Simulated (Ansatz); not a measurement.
Computed results, one entry a study.

```
OsCl4 (Cmmm): Hubbard U and Hund's J by constrained RPA
1.0
     3.96450   -2.94369    2.94369
     3.96450    2.94369   -2.94369
     0.00000    2.51730    2.51730
Os Cl
1 4
Direct
  0.00000 0.00000 0.00000
  0.81060 0.18940 0.50000
  0.18940 0.81060 0.50000
  0.28520 0.28520 0.00000
  0.71480 0.71480 0.00000
# method: DFT, LDA, plane waves, PAW (and 1 further level or step)
# program: Ansatz 0.2.0
# settings of one run: cutoff 420 eV, 4×4×6 k-mesh, smearing width 0.08 eV, default PAW, coordination {"Os": "octahedral"}, magnetic state non-magnetic by constraint, PAW set soft 2
# cost: 2 runs, 22 min in all on 4 threads of Arm Neoverse V2, shared host (the runs of this entry)
# notes: This run has no spin polarisation, although Os can carry a moment. The cell and positions come from the Crystallography Open Database and are kept as given unless a step says otherwise. Limits: no spin polarisation; no spin-orbit coupling. The bands cross the Fermi level under this constraint, which need not be the crystal’s state: magnetic order, correlation or a lattice distortion may open a gap. Spin-orbit coupling, which is strong for atoms this heavy, is left out.
# Os t2g + anion p: U 4.09 eV, U′ 3.20 eV, J 0.41 eV, bare V 14.1 eV
# method: constrained RPA on non-magnetic LDA, 4×4×6 mesh, static
```

[Paths, hosts, dates, memory and timing lines, banners, echoed tables and standing remarks are left out of the program output.]

[Logs are printed without paths, hosts, clocks, repeated set-up lines and the standing remarks that a program may print on its own settings, such as how far it seeks lower states.]

[Runs of the session that timed out or met a known fault of the program may be left out.]

[Hosts, paths, dates, database ids (printed as entryN), source tags and the programs' standing remarks are cut or masked in the printed files.]
